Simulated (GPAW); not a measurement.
Consider La2O3 (P-3m1).

```
La O
1.0
     3.93078    0.00000    0.00000
    -1.96539    3.40415    0.00000
     0.00000    0.00000    6.11195
La O
2 3
Direct
  0.33333 0.66667 0.24624
  0.66667 0.33333 0.75376
  0.00000 0.00000 0.00000
  0.33333 0.66667 0.64589
  0.66667 0.33333 0.35411
```

Absorber: atom 1, with 3 O at 2.36 Å, 1 O at 2.44 Å and 3 O at 2.72 Å (7-fold, site symmetry 3m). Method: GPAW, PBE, full core hole (charged cell), 15-atom cell with 6.8 Å between holes, 3×3×3 k points, dipole transitions, Gaussian full width 3.41 eV up to 4 eV, rising linearly to 3.5 eV at 25 eV, without spin-orbit coupling.

**Question.** What does the La L₃ edge look like?

Main maxima up to 29 eV above the zero (height): 2.0 eV (2.90) and 16.4 eV (0.61). At an L edge the dipole rule selects empty d (and weakly s) states on the absorber, and the strong line at the onset measures the empty part of its d band. 

The La L₃ spectrum (energy from the lowest empty level; intensity scaled to a mean of 1 over the first 20 eV; polarised curves are means over the symmetry-equivalent atoms):

| E (eV) | isotropic | ε ⊥ c | ε ∥ c |
| --- | --- | --- | --- |
| -2.00 | 0.44 | 0.43 | 0.45 |
| -1.25 | 0.93 | 0.90 | 0.97 |
| -0.50 | 1.57 | 1.52 | 1.67 |
| 0.25 | 2.21 | 2.13 | 2.36 |
| 1.00 | 2.68 | 2.62 | 2.81 |
| 1.75 | 2.89 | 2.88 | 2.92 |
| 2.50 | 2.81 | 2.86 | 2.70 |
| 3.25 | 2.47 | 2.56 | 2.28 |
| 4.00 | 1.97 | 2.06 | 1.78 |
| 4.75 | 1.46 | 1.53 | 1.31 |
| 5.50 | 1.02 | 1.06 | 0.94 |
| 6.25 | 0.69 | 0.71 | 0.67 |
| 7.00 | 0.48 | 0.47 | 0.50 |
| 7.75 | 0.36 | 0.33 | 0.41 |
| 8.50 | 0.31 | 0.28 | 0.38 |
| 9.25 | 0.31 | 0.29 | 0.37 |
| 10.00 | 0.35 | 0.33 | 0.38 |
| 10.75 | 0.39 | 0.39 | 0.40 |
| 11.50 | 0.44 | 0.45 | 0.44 |
| 12.25 | 0.49 | 0.50 | 0.48 |
| 13.00 | 0.53 | 0.53 | 0.52 |
| 13.75 | 0.56 | 0.56 | 0.56 |
| 14.50 | 0.59 | 0.58 | 0.59 |
| 15.25 | 0.60 | 0.60 | 0.62 |
| 16.00 | 0.61 | 0.60 | 0.63 |
| 16.75 | 0.61 | 0.61 | 0.62 |
| 17.50 | 0.61 | 0.61 | 0.60 |
| 18.25 | 0.60 | 0.61 | 0.57 |
| 19.00 | 0.59 | 0.60 | 0.55 |
| 19.75 | 0.57 | 0.59 | 0.53 |
| 20.50 | 0.55 | 0.55 | 0.53 |
| 21.25 | 0.52 | 0.52 | 0.53 |
| 22.00 | 0.50 | 0.48 | 0.55 |
| 22.75 | 0.49 | 0.46 | 0.56 |
| 23.50 | 0.48 | 0.44 | 0.57 |
| 24.25 | 0.48 | 0.44 | 0.56 |
| 25.00 | 0.48 | 0.45 | 0.55 |
| 25.75 | 0.50 | 0.48 | 0.54 |
| 26.50 | 0.52 | 0.51 | 0.54 |
| 27.25 | 0.55 | 0.55 | 0.56 |
| 28.00 | 0.59 | 0.60 | 0.57 |
| 28.75 | 0.64 | 0.66 | 0.61 |
| 29.50 | 0.70 | 0.73 | 0.65 |

Only the L₃ part is meant: spin–orbit coupling of the core level isn't computed and the L₂ copy isn't added. The script folds with a Gaussian, whereas the core hole's own line is a Lorentzian, so the onset is too steep and the first peak too high. The structure is a computed Materials Project entry and may be a hypothetical form.

[Banner, clock and machine lines of the logs are left out without a mark of their own.]

[Logs are printed without paths, hosts, clocks, repeated set-up lines and the standing remarks that a program may print on its own settings, such as how far it seeks lower states.]

[Hosts, paths, dates, database ids (printed as entryN), source tags and the programs' standing remarks are cut or masked in the printed files.]

[Lists of maxima count a maximum above −3 eV only where it reaches 4 % of the highest in the window and stands out from its surroundings by 2 % of it (1.5 % where it reaches 55 %); shoulders and weaker maxima are passed over, and of the rest the first, up to two pre-edge ones and the few strongest are named.]
